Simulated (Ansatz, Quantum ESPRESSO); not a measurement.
**Mode couplings of ZnPt in the L10 ordering in a second program**

Wanted: phonons, linewidths and couplings of ZnPt in the L10 ordering from a second program. The first relaxation steps of the session are not shown, so no cell shown is the starting entry, unless a step says so.

Calculated with Ansatz 0.2.0 and Quantum ESPRESSO 7.5; DFT PBEsol, scalar-relativistic, plane waves, PAW, in the first sound run; inputs show where later runs differ.

Report form: the programs' logs are mostly left out.

The structure was built from a prototype and need not be the compound's stable phase.

## Step 1: The cell after earlier relaxation steps

It takes space group P4/mmm (No. 123, tetragonal). The conventional cell has a = 2.830 Å, b = 2.830 Å, c = 3.487 Å, α = 90.00°, β = 90.00°, γ = 90.00°. Pt has 8 Zn at 2.65 Å and 4 Pt at 2.83 Å nearest. Nearest to Zn lie 8 Pt at 2.65 Å and 4 Zn at 2.83 Å. Farther neighbours are not listed.

## Step 2: Tight relaxation

Residual forces and stress shift phonon frequencies, so the cell is relaxed again, with tight thresholds and the mesh and smearing of this input. Earlier relaxation steps are not shown.

The input, input.yaml:

```yaml
crystal:
  lattice:
    - [2.8299407208, 0.0, 0.0]
    - [0.0, 2.8299407208, 0.0]
    - [0.0, 0.0, 3.4868535364]
  atoms:
    - { symbol: Pt, position: [0.0, 0.0, 0.0] }
    - { symbol: Zn, position: [0.5, 0.5, 0.5] }
kpoints:
  mp_grid: { grid: [10, 10, 8] }
hamiltonian:
  xc: pbesol
scf:
  occupations: { method: methfessel_paxton, width: 0.2 }
output:
  forces: true
  stress: true
  eigenvalues: true
relax:
  adjacent_minimum: "off"
  f_tol: 0.001
  max_steps: 60
  cell: { stress_tol: 0.01 }
```

The run is started by

```bash
$ ansatz run input.yaml --threads 4 --pin off --max-ram 8192MiB --backend cpu --events-out ev --progress --plain --runs-dir out
```

It took 2.6 s on 4 threads of Arm Neoverse V2, shared host; peak memory 0.38 GiB; 9.1 s of CPU time.

Little changed from the start: no atom moved by 0.005 Å and no cell edge by 0.1 %.

Numbers from this step:

```
pressure          : -2.13e-4 GPa
volume per atom   : 13.96 Å³
metallic on mesh  : yes
gap on the k-mesh : 0 eV
```

The largest force is now zero by symmetry and the largest stress component 5.3e-4 GPa.

## Step 3: Second program, ground state

ph.x needs a tightly converged ground state on the same k mesh; the cell is that of the step before.

This step: DFT PBEsol, scalar-relativistic, plane waves, GBRV ultrasoft pseudopotentials (Quantum ESPRESSO 7.5).

The input, pw.in:

```
 &control
    calculation='scf',
    prefix='x',
    outdir='./tmp',
    pseudo_dir='./pseudo',
    tprnfor=.true.,
    tstress=.true.,
 /
 &system
    ibrav=6,
    celldm(1)=5.34755807,
    celldm(3)=1.23215174,
    nat=2,
    ntyp=2,
    ecutwfc=52.0,
    ecutrho=416.0,
    occupations='smearing',
    smearing='mv',
    degauss=0.01469973,
    nbnd=28,
 /
 &electrons
    conv_thr=1.0d-11,
    mixing_beta=0.5,
 /
ATOMIC_SPECIES
 Pt    195.0840  Pt.upf
 Zn     65.3800  Zn.upf
ATOMIC_POSITIONS crystal
 Pt     0.000000000   0.000000000   0.000000000
 Zn     0.500000000   0.500000000   0.500000000
K_POINTS automatic
 8 8 6 0 0 0
```

The run is started by

```bash
$ OMP_NUM_THREADS=1 mpirun -n 4 pw.x -nk 4 -in pw.in > pw.x.log
```

The job ended after 6.8 s (4 MPI ranks; 27 s of CPU time).

This step gave:

```
pressure : -0.5443 GPa
```

With these potentials, mesh and smearing the cell is at -0.54 GPa.

## Step 4: Second program, linear response: cold smearing of 0.2 eV

ph.x gives each mode's frequency and linewidth; λ of a mode follows from Gaussian double-delta sums over the k mesh, here at four widths.

The input, ph.in:

```
phonons and couplings
 &inputph
    prefix='x',
    outdir='./tmp',
    tr2_ph=1.0d-15,
    fildyn='x.dyn',
    fildvscf='dvscf',
    ldisp=.true.,
    nq1=2,
    nq2=2,
    nq3=2,
    electron_phonon='simple',
    el_ph_ngauss=0,
    el_ph_sigma=0.00734986,
    el_ph_nsigma=4,
    alpha_mix(1)=0.5,
    amass(1)=195.084,
    amass(2)=65.38,
 /
```

The run is started by

```bash
$ OMP_NUM_THREADS=1 mpirun -n 4 ph.x -nk 4 -in ph.in > ph.x.log
```

It took 10 min on 4 MPI ranks.

Numbers from this step:

```
highest frequency, solved or plainly interpolated : 225.3 cm⁻¹
omega log against width                           : 20.41, 19.35, 17.6, 15.22 meV, at widths 0.1 to 0.4 eV
```

As ph.x prints them, no sum rule imposed; at the zone centre the sum is no linewidth. Double-delta sums:

| q1 | q2 | q3 | star | mode | omega (meV) | lambda_q, sigma 0.1 eV | lambda_q, sigma 0.2 eV | lambda_q, sigma 0.3 eV | lambda_q, sigma 0.4 eV | half width at sigma 0.2 (meV) |
| --- | --- | --- | --- | --- | --- | --- | --- | --- | --- | --- |
| 0 | 0 | 0 | 1 | 1 | -1.09 | 0 | 0 | 0 | 0 | 0 |
| 0 | 0 | 0 | 1 | 2 | -0.9932 | 0 | 0 | 0 | 0 | 0 |
| 0 | 0 | 0 | 1 | 3 | -0.9932 | 0 | 0 | 0 | 0 | 0 |
| 0 | 0 | 0 | 1 | 4 | 19.56 | 0 | 0 | 0 | 0 | 0 |
| 0 | 0 | 0 | 1 | 5 | 19.56 | 0 | 0 | 0 | 0 | 0 |
| 0 | 0 | 0 | 1 | 6 | 25.81 | 0 | 0 | 0 | 3.00e-4 | 0 |
| 0 | 0 | -0.5 | 1 | 1 | 9.444 | 0 | 0 | 1.00e-4 | 5.00e-4 | 0 |
| 0 | 0 | -0.5 | 1 | 2 | 9.444 | 0 | 0 | 1.00e-4 | 5.00e-4 | 0 |
| 0 | 0 | -0.5 | 1 | 3 | 14.14 | 0 | 0 | 0 | 0 | 0 |
| 0 | 0 | -0.5 | 1 | 4 | 17.91 | 0 | 0 | 0 | 0 | 0 |
| 0 | 0 | -0.5 | 1 | 5 | 17.91 | 0 | 0 | 0 | 0 | 0 |
| 0 | 0 | -0.5 | 1 | 6 | 27.94 | 0.0201 | 0.0741 | 0.0697 | 0.0551 | 0.0457 |
| 0 | -0.5 | 0 | 2 | 1 | 10.14 | 0 | 0 | 1.00e-4 | 4.00e-4 | 0 |
| 0 | -0.5 | 0 | 2 | 2 | 11.73 | 0 | 0.0072 | 0.0193 | 0.0233 | 7.86e-4 |
| 0 | -0.5 | 0 | 2 | 3 | 17.58 | 0 | 0 | 2.00e-4 | 0.0013 | 0 |
| 0 | -0.5 | 0 | 2 | 4 | 19.41 | 0.6242 | 0.2483 | 0.143 | 0.0938 | 0.07395 |
| 0 | -0.5 | 0 | 2 | 5 | 22.93 | 0 | 0 | 1.00e-4 | 5.00e-4 | 0 |
| 0 | -0.5 | 0 | 2 | 6 | 25.58 | 0.6927 | 0.319 | 0.2012 | 0.139 | 0.165 |
| 0 | -0.5 | -0.5 | 2 | 1 | 6.188 | 0 | 0.0215 | 0.0638 | 0.1169 | 6.62e-4 |
| 0 | -0.5 | -0.5 | 2 | 2 | 11.21 | 0 | 0 | 2.00e-4 | 0.0046 | 0 |
| 0 | -0.5 | -0.5 | 2 | 3 | 11.69 | 0 | 0 | 0.0029 | 0.0191 | 0 |
| 0 | -0.5 | -0.5 | 2 | 4 | 16.73 | 0 | 0 | 0 | 8.00e-4 | 0 |
| 0 | -0.5 | -0.5 | 2 | 5 | 26.42 | 0 | 3.00e-4 | 9.00e-4 | 0.0015 | 1.65e-4 |
| 0 | -0.5 | -0.5 | 2 | 6 | 27.75 | 0 | 0 | 1.00e-4 | 5.00e-4 | 0 |
| -0.5 | -0.5 | 0 | 1 | 1 | 12.99 | 6.00e-4 | 0.004 | 0.0034 | 0.0026 | 5.38e-4 |
| -0.5 | -0.5 | 0 | 1 | 2 | 13.97 | 0.3538 | 0.2497 | 0.1646 | 0.1147 | 0.0385 |
| -0.5 | -0.5 | 0 | 1 | 3 | 13.97 | 0.3538 | 0.2497 | 0.1646 | 0.1147 | 0.0385 |
| -0.5 | -0.5 | 0 | 1 | 4 | 21.01 | 0.0063 | 0.0451 | 0.0387 | 0.0281 | 0.01572 |
| -0.5 | -0.5 | 0 | 1 | 5 | 26.21 | 0.0235 | 0.0164 | 0.0107 | 0.0072 | 0.008892 |
| -0.5 | -0.5 | 0 | 1 | 6 | 26.21 | 0.0235 | 0.0164 | 0.0107 | 0.0072 | 0.008892 |
| -0.5 | -0.5 | -0.5 | 1 | 1 | 11.87 | 0 | 0 | 0 | 1.00e-4 | 0 |
| -0.5 | -0.5 | -0.5 | 1 | 2 | 19.04 | 0 | 0 | 6.00e-4 | 0.0028 | 0 |
| -0.5 | -0.5 | -0.5 | 1 | 3 | 19.04 | 0 | 0 | 6.00e-4 | 0.0028 | 0 |
| -0.5 | -0.5 | -0.5 | 1 | 4 | 23.15 | 0 | 0 | 0.0032 | 0.0135 | 0 |
| -0.5 | -0.5 | -0.5 | 1 | 5 | 23.15 | 0 | 0 | 0.0032 | 0.0135 | 0 |
| -0.5 | -0.5 | -0.5 | 1 | 6 | 23.71 | 0 | 0 | 3.00e-4 | 0.0013 | 0 |

Mean over the q mesh without its centre; few wavevectors enter, so none of the widths can be taken as converged. The coupling constant λ, lambda by Gaussian width:

| Gaussian width (eV) | coupling constant λ, lambda |
| --- | --- |
| 0.100 | 0.488 |
| 0.200 | 0.264 |
| 0.300 | 0.191 |
| 0.400 | 0.167 |

λ runs from 0.488 at 0.1 eV to 0.167 at 0.4 eV.

## Step 5: Ground state with pw.x

pw.in, as its differences from that of step 3:

```diff
@@ -14,4 +14,4 @@
     ntyp=2,
-    ecutwfc=52.0,
-    ecutrho=416.0,
+    ecutwfc=30.0,
+    ecutrho=240.0,
     occupations='smearing',
```

The run is started by

```bash
$ OMP_NUM_THREADS=1 mpirun -n 4 pw.x -nk 4 -in pw.in > pw.x.log
```

It took 3.9 s on 4 MPI ranks; 15 s of CPU time.

This step gave:

```yaml
pressure: -40.89 GPa
```

With these potentials, mesh and smearing the cell is at -41 GPa; at this low cutoff most of that is Pulay stress.

## Step 6: Phonons and couplings with ph.x: cold smearing of 0.2 eV

ph.in is that of step 4.

The run is started by

```bash
$ OMP_NUM_THREADS=1 mpirun -n 4 ph.x -nk 4 -in ph.in > ph.x.log
```

It took 4.1 min on 4 MPI ranks.

Numbers from this step:

```yaml
highest_frequency_solved_or_plainly_interpolated: 223.9 cm⁻¹
omega_log_against_width: 20.32, 19.35, 17.71, 15.4 meV, at widths 0.1 to 0.4 eV
```

As ph.x prints them, no sum rule imposed; at the zone centre the sum is no linewidth. Double-delta sums:

| q1 | q2 | q3 | star | mode | omega (meV) | lambda_q, sigma 0.1 eV | lambda_q, sigma 0.2 eV | lambda_q, sigma 0.3 eV | lambda_q, sigma 0.4 eV | half width at sigma 0.2 (meV) |
| --- | --- | --- | --- | --- | --- | --- | --- | --- | --- | --- |
| 0 | 0 | 0 | 1 | 1 | -1.48 | 0 | 0 | 0 | 0 | 0 |
| 0 | 0 | 0 | 1 | 2 | -1.48 | 0 | 0 | 0 | 0 | 0 |
| 0 | 0 | 0 | 1 | 3 | -1.462 | 0 | 0 | 0 | 0 | 0 |
| 0 | 0 | 0 | 1 | 4 | 19.41 | 0 | 0 | 0 | 0 | 0 |
| 0 | 0 | 0 | 1 | 5 | 19.41 | 0 | 0 | 0 | 0 | 0 |
| 0 | 0 | 0 | 1 | 6 | 25.63 | 0 | 0 | 0 | 3.00e-4 | 0 |
| 0 | 0 | -0.5 | 1 | 1 | 9.293 | 0 | 0 | 1.00e-4 | 5.00e-4 | 0 |
| 0 | 0 | -0.5 | 1 | 2 | 9.293 | 0 | 0 | 1.00e-4 | 5.00e-4 | 0 |
| 0 | 0 | -0.5 | 1 | 3 | 13.98 | 0 | 0 | 0 | 0 | 0 |
| 0 | 0 | -0.5 | 1 | 4 | 17.75 | 0 | 0 | 0 | 0 | 0 |
| 0 | 0 | -0.5 | 1 | 5 | 17.75 | 0 | 0 | 0 | 0 | 0 |
| 0 | 0 | -0.5 | 1 | 6 | 27.76 | 0.0122 | 0.0685 | 0.0687 | 0.0555 | 0.04173 |
| 0 | -0.5 | 0 | 2 | 1 | 10.02 | 0 | 0 | 1.00e-4 | 4.00e-4 | 0 |
| 0 | -0.5 | 0 | 2 | 2 | 11.62 | 0 | 0.0061 | 0.0183 | 0.0229 | 6.62e-4 |
| 0 | -0.5 | 0 | 2 | 3 | 17.38 | 0 | 0 | 3.00e-4 | 0.0013 | 0 |
| 0 | -0.5 | 0 | 2 | 4 | 19.32 | 0.6578 | 0.2505 | 0.1442 | 0.0948 | 0.0739 |
| 0 | -0.5 | 0 | 2 | 5 | 22.72 | 0 | 0 | 1.00e-4 | 5.00e-4 | 0 |
| 0 | -0.5 | 0 | 2 | 6 | 25.52 | 0.7345 | 0.3182 | 0.2011 | 0.1397 | 0.1637 |
| 0 | -0.5 | -0.5 | 2 | 1 | 6.16 | 0 | 0.018 | 0.0586 | 0.1086 | 5.38e-4 |
| 0 | -0.5 | -0.5 | 2 | 2 | 11.07 | 0 | 0 | 2.00e-4 | 0.0043 | 0 |
| 0 | -0.5 | -0.5 | 2 | 3 | 11.57 | 0 | 0 | 0.003 | 0.0197 | 0 |
| 0 | -0.5 | -0.5 | 2 | 4 | 16.53 | 0 | 0 | 0 | 8.00e-4 | 0 |
| 0 | -0.5 | -0.5 | 2 | 5 | 26.3 | 0 | 3.00e-4 | 8.00e-4 | 0.0013 | 1.24e-4 |
| 0 | -0.5 | -0.5 | 2 | 6 | 27.58 | 0 | 0 | 1.00e-4 | 5.00e-4 | 0 |
| -0.5 | -0.5 | 0 | 1 | 1 | 12.89 | 9.00e-4 | 0.0048 | 0.0039 | 0.0029 | 6.20e-4 |
| -0.5 | -0.5 | 0 | 1 | 2 | 14.03 | 0.3851 | 0.2558 | 0.1657 | 0.1146 | 0.03979 |
| -0.5 | -0.5 | 0 | 1 | 3 | 14.03 | 0.3851 | 0.2558 | 0.1657 | 0.1146 | 0.03979 |
| -0.5 | -0.5 | 0 | 1 | 4 | 20.82 | 0.0094 | 0.0485 | 0.0398 | 0.0284 | 0.01663 |
| -0.5 | -0.5 | 0 | 1 | 5 | 26.13 | 0.0255 | 0.0171 | 0.0111 | 0.0074 | 0.009223 |
| -0.5 | -0.5 | 0 | 1 | 6 | 26.13 | 0.0255 | 0.0171 | 0.0111 | 0.0074 | 0.009223 |
| -0.5 | -0.5 | -0.5 | 1 | 1 | 11.76 | 0 | 0 | 0 | 1.00e-4 | 0 |
| -0.5 | -0.5 | -0.5 | 1 | 2 | 18.99 | 0 | 0 | 6.00e-4 | 0.0029 | 0 |
| -0.5 | -0.5 | -0.5 | 1 | 3 | 18.99 | 0 | 0 | 6.00e-4 | 0.0029 | 0 |
| -0.5 | -0.5 | -0.5 | 1 | 4 | 23.08 | 0 | 0 | 0.0034 | 0.0137 | 0 |
| -0.5 | -0.5 | -0.5 | 1 | 5 | 23.08 | 0 | 0 | 0.0034 | 0.0137 | 0 |
| -0.5 | -0.5 | -0.5 | 1 | 6 | 23.49 | 0 | 0 | 3.00e-4 | 0.0013 | 0 |

Mean over the q mesh without its centre; few wavevectors enter, so none of the widths can be taken as converged. The coupling constant λ, lambda by Gaussian width:

| Gaussian width (eV) | coupling constant λ, lambda |
| --- | --- |
| 0.100 | 0.518 |
| 0.200 | 0.265 |
| 0.300 | 0.190 |
| 0.400 | 0.165 |

λ runs from 0.518 at 0.1 eV to 0.165 at 0.4 eV.

## Step 7: Coupling and resistivity: cold smearing of 0.2 eV

The cheapest meshes give a first estimate and the cost of a run.

This step: DFT PBEsol, scalar-relativistic, plane waves, PAW (Ansatz 0.2.0).

The input, input.yaml:

```yaml
crystal:
  lattice:
    - [2.8298058657, 0.0, 0.0]
    - [0.0, 2.8298058657, 0.0]
    - [0.0, 0.0, 3.4867502183]
  atoms:
    - { symbol: Pt, position: [0.0, 0.0, 0.0] }
    - { symbol: Zn, position: [0.5, 0.5, 0.5] }
kpoints:
  mp_grid: { grid: [6, 6, 4] }
hamiltonian:
  xc: pbesol
scf:
  occupations: { method: cold, width: 0.2 }
output:
  eigenvalues: true
phonons:
  method: dfpt
  qmesh: [2, 2, 2]
  temperatures: { t_max: 1000, t_step: 50 }
  qpath:
    path:
      - [[0.0, 0.0, 0.0], [0.0, 0.5, 0.0], [0.5, 0.5, 0.0], [0.0, 0.0, 0.0], [0.0, 0.0, 0.5], [0.0, 0.5, 0.5], [0.5, 0.5, 0.5], [0.0, 0.0, 0.5]]
      - [[0.0, 0.5, 0.0], [0.0, 0.5, 0.5]]
      - [[0.5, 0.5, 0.0], [0.5, 0.5, 0.5]]
    npoints: 10
  electrical_resistivity:
    mesh: [8, 8, 8]
    temperatures: [20.0, 50.0, 77.0, 100.0, 150.0, 200.0, 300.0, 400.0, 600.0, 800.0]
  electron_occupations: "off"
```

The run is started by

```bash
$ ansatz run input.yaml --threads 4 --pin off --max-ram 8192MiB --backend cpu --events-out ev --progress --plain --runs-dir out
```

Elapsed: 27 s, on 4 threads; peak memory 0.52 GiB; 98 s of CPU time.

This step gave:

```
zero point energy                                                              : 0.05291 eV/cell
share of imaginary modes in the plain interpolation between solved wavevectors : 0
highest frequency, solved or plainly interpolated                              : 226.8 cm⁻¹
Debye temperature (second moment)                                              : 281 K
resistivity at 300 K                                                           : 3.859 μΩ cm, mean of the axes
coupling constant λ                                                            : 0.142
density of states at the Fermi level                                           : 0.1912 states/eV a spin and cell
log mean phonon energy ħω_log                                                  : 13.03 meV
transport coupling constant λ_tr                                               : 0.1376, 0.1376, 0.1709 (xx, yy, zz)
Drude plasma energy                                                            : 5.855, 5.855, 8.492 eV (xx, yy, zz)
resistivity times mean free path                                               : 16.29, 16.29, 8.278 × 10⁻¹⁶ Ω m² (xx, yy, zz)
second-moment phonon energy ħω₂                                                : 15.61 meV, from the broadened α²F curve
coupling λ by branch                                                           : 0.0466, 0.0299, 0.0273, 0.0132, 0.0125, 0.0124 (branches by rank of frequency)
```

Solved on the 2×2×2 mesh alone; all other wavevectors are interpolated. The phonon branches at the labelled points (cm⁻¹):

| point | branch 1 | branch 2 | branch 3 | branch 4 | branch 5 | branch 6 |
| --- | --- | --- | --- | --- | --- | --- |
| Γ | 0 | 0 | 0 | 159 | 159 | 211 |
| halfway | 56 | 64 | 114 | 152 | 189 | 200 |
| X | 85 | 98 | 142 | 160 | 185 | 215 |
| halfway | 106 | 110 | 125 | 179 | 192 | 210 |
| M | 112 | 118 | 118 | 174 | 212 | 212 |
| halfway | 85 | 91 | 126 | 173 | 191 | 194 |
| Γ | 0 | 0 | 0 | 159 | 159 | 211 |
| halfway | 52 | 52 | 86 | 153 | 153 | 218 |
| Z | 78 | 78 | 120 | 144 | 144 | 227 |
| halfway | 75 | 87 | 98 | 140 | 190 | 221 |
| R | 43 | 95 | 98 | 134 | 215 | 224 |
| halfway | 75 | 124 | 130 | 164 | 204 | 213 |
| A | 104 | 158 | 158 | 189 | 189 | 192 |
| halfway | 69 | 98 | 127 | 166 | 187 | 215 |
| Z | 78 | 78 | 120 | 144 | 144 | 227 |
| jump to X | 85 | 98 | 142 | 160 | 185 | 215 |
| halfway | 77 | 90 | 124 | 138 | 211 | 214 |
| R | 43 | 95 | 98 | 134 | 215 | 224 |
| jump to M | 112 | 118 | 118 | 174 | 212 | 212 |
| halfway | 108 | 135 | 135 | 183 | 204 | 204 |
| A | 104 | 158 | 158 | 189 | 189 | 192 |

The Eliashberg function α²F has structure finer than the step of the table below, so its rows give means over 1 meV, whole bins alone (the curve runs from 0.11 to 28.0 meV). Peaks (meV: height): α²F 8.5: 0.0641, 11.1: 0.068, 15.5: 0.112, 19.7: 0.0491, 22.1: 0.0583, 23.4: 0.0611, 25.8: 0.106; α²F tr 8.5: 0.0828, 15.5: 0.147, 22.1: 0.065, 25.8: 0.0959.

Table of Eliashberg function α²F by phonon energy; means over each step:

| phonon energy (meV) | α²F | α²F tr |
| --- | --- | --- |
| 1 | 0 | 0 |
| 2 | 6.2e-5 | 0 |
| 3 | 3.6e-4 | 9.1e-5 |
| 4 | 0.00165 | 4.3e-4 |
| 5 | 0.00364 | 0.00130 |
| 6 | 0.00716 | 0.00440 |
| 7 | 0.0233 | 0.0247 |
| 8 | 0.0521 | 0.0644 |
| 9 | 0.0531 | 0.0645 |
| 10 | 0.0472 | 0.0504 |
| 11 | 0.0631 | 0.0661 |
| 12 | 0.0598 | 0.0655 |
| 13 | 0.0605 | 0.0705 |
| 14 | 0.0547 | 0.0649 |
| 15 | 0.0771 | 0.101 |
| 16 | 0.0553 | 0.0679 |
| 17 | 0.0170 | 0.0158 |
| 18 | 0.0155 | 0.0113 |
| 19 | 0.0258 | 0.0177 |
| 20 | 0.0374 | 0.0238 |
| 21 | 0.0340 | 0.0235 |
| 22 | 0.0481 | 0.0486 |
| 23 | 0.0504 | 0.0402 |
| 24 | 0.0407 | 0.0381 |
| 25 | 0.0603 | 0.0595 |
| 26 | 0.0905 | 0.0789 |
| 27 | 0.0344 | 0.0276 |

Resistivity, by row:

| T (K) | ρ_xx (μΩ cm) | ρ_yy | ρ_zz | ρ by Ziman's lowest order, mean | ρ by relaxation times, mean | within 2 % of the coarser mesh |
| --- | --- | --- | --- | --- | --- | --- |
| 20 | 0.01001 | 0.01001 | 0.008153 | 0.02031 | 0.01239 | no |
| 50 | 0.2771 | 0.2771 | 0.1986 | 0.3283 | 0.2502 | no |
| 77 | 0.7335 | 0.7335 | 0.4665 | 0.7382 | 0.6213 | no |
| 100 | 1.152 | 1.152 | 0.6991 | 1.101 | 0.9633 | no |
| 150 | 2.036 | 2.036 | 1.188 | 1.872 | 1.693 | no |
| 200 | 2.878 | 2.878 | 1.658 | 2.618 | 2.392 | no |
| 300 | 4.503 | 4.503 | 2.573 | 4.076 | 3.745 | no |
| 400 | 6.102 | 6.102 | 3.481 | 5.528 | 5.077 | no |
| 600 | 9.308 | 9.308 | 5.314 | 8.484 | 7.751 | no |
| 800 | 12.52 | 12.52 | 7.169 | 11.49 | 10.44 | no |

(Continued in part 2 of 2.)

[Logs are printed without paths, hosts, clocks, repeated set-up lines and the standing remarks that a program may print on its own settings, such as how far it seeks lower states.]

[Hosts, paths, dates, database ids (printed as entryN), source tags and the programs' standing remarks are cut or masked in the printed files.]
